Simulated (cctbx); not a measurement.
# What is wrong with this refinement?

Cell a = 6.3230 Å, b = 3.7890 Å, c = 7.3860 Å, α = 90.00°, β = 90.00°, γ = 90.00°; space group Pm (no. 6). The compound is In3NiBi3P.

Simulated single-crystal data (cctbx): Mo Kα, λ = 0.71073 Å, to d = 0.84 Å, 95 % of the full sphere, strongest reflection 40000 counts, noise from counting, a 1.5 % proportional error and a noise floor of 15 counts (s.d.); no absorption.

An anisotropic refinement with weights 1/σ² prints:

```text
Rint 0.012, 736 unique reflections to 0.84 A
cycle     R1     wR2    GooF  max shift (A)
   1  0.0484  0.1121   5.194   0.01385
   3  0.0409  0.0986   4.569   0.00005
final R1 0.0409 wR2 0.0986 GooF 4.569  parameters 42  data/parameter 17.5
atom        x        y        z      Ueq    occ   su(xyz)  su(Uiso or U11)
Bi1    0.80276  0.50000  0.43313   0.0114  1.000  0.00021  0.0008
Bi2    0.18775  0.00000  0.55986   0.0095  1.000  0.00019  0.0007
Bi3    0.69640  0.00000  0.93095   0.0069  1.000  0.00021  0.0007
In1    0.00007  0.50000  0.79278   0.0140  1.000  0.00045  0.0016
In2    0.48894  0.50000  0.70994   0.0146  1.000  0.00046  0.0016
In3    0.00006  0.00000  0.19862   0.0114  1.000  0.00047  0.0014
Ni1    0.49705  0.00000  0.30740   0.0175  1.000  0.00090  0.0031
difference map: max 15.48 min -3.06 rms 0.78
Q1    0.3004  0.5000  0.0745    1   16.10  2.82 A from In1
Q2    0.6957  0.0000  0.9368    1    4.95  0.04 A from Bi3
Q3    0.5843  0.5000  0.4019    1    4.89  1.40 A from Bi1
Q4    0.1936  0.0000  0.2816    1    3.84  1.37 A from In3
Q5    0.1883  0.0000  0.5528    1    3.03  0.05 A from Bi2
Q6    0.0600  0.5000  0.0580    1    3.02  2.00 A from In1
```

**Question.** Can this result stand? If not, what is the likely fault?

Mend it. The fault: an atom left out, P at (0.3060, 1/2, 0.0788). Against the right model at the same level, R1 goes from 0.0091 to 0.0409 and GooF from 0.99 to 4.57, U of Bi3 shrinks from 0.0104 to 0.0069 Å² and the top difference peak, 16.1 e/Å³, lies 2.82 Å from In1. Q1 is the missing atom. With scattering power missing, scale and phases suffer, so peaks may also grow on the heavy atoms.

The compound is In3NiBi3P. The right model at the same level gives:

```text
Rint 0.012, 736 unique reflections to 0.84 A
cycle     R1     wR2    GooF  max shift (A)
   1  0.0121  0.0292   1.358   0.00120
   3  0.0091  0.0213   0.993   0.00030
final R1 0.0091 wR2 0.0213 GooF 0.993  parameters 48  data/parameter 15.3
atom        x        y        z      Ueq    occ   su(xyz)  su(Uiso or U11)
Bi1    0.80294  0.50000  0.43298   0.0119  1.000  0.00005  0.0002
Bi2    0.18778  0.00000  0.55947   0.0098  1.000  0.00004  0.0002
Bi3    0.69719  0.00000  0.93158   0.0104  1.000  0.00006  0.0002
In1   -0.00084  0.50000  0.79222   0.0147  1.000  0.00011  0.0004
In2    0.48855  0.50000  0.71019   0.0130  1.000  0.00010  0.0004
In3   -0.00089  0.00000  0.19824   0.0119  1.000  0.00011  0.0003
Ni1    0.49531  0.00000  0.30870   0.0213  1.000  0.00022  0.0007
P1     0.30416  0.50000  0.07881   0.0245  1.000  0.00055  0.0016
Flack x: 0.002(3)
Hooft y: 0.007(4)  Bijvoet pairs: 363
difference map: max 0.55 min -0.47 rms 0.12
Q1    0.0950  0.2153  0.3615    2    0.56  1.58 A from In3
Q2    0.9946  0.0000  0.8186    1    0.55  1.90 A from In1
Q3    0.9934  0.5000  0.1986    1    0.55  1.89 A from In3
Q4    0.3522  0.0000  0.4494    1    0.44  1.32 A from Bi2
Q5    0.2104  0.0000  0.4381    1    0.43  0.91 A from Bi2
Q6    0.8042  0.0000  0.5648    1    0.43  2.13 A from Bi1
```

This is a model crystal, built by substitution and not relaxed, with assumed displacement parameters.

[Middle refinement cycles are left out of these outputs.]

[Logs are printed without paths, hosts, clocks, repeated set-up lines and the standing remarks that a program may print on its own settings, such as how far it seeks lower states.]
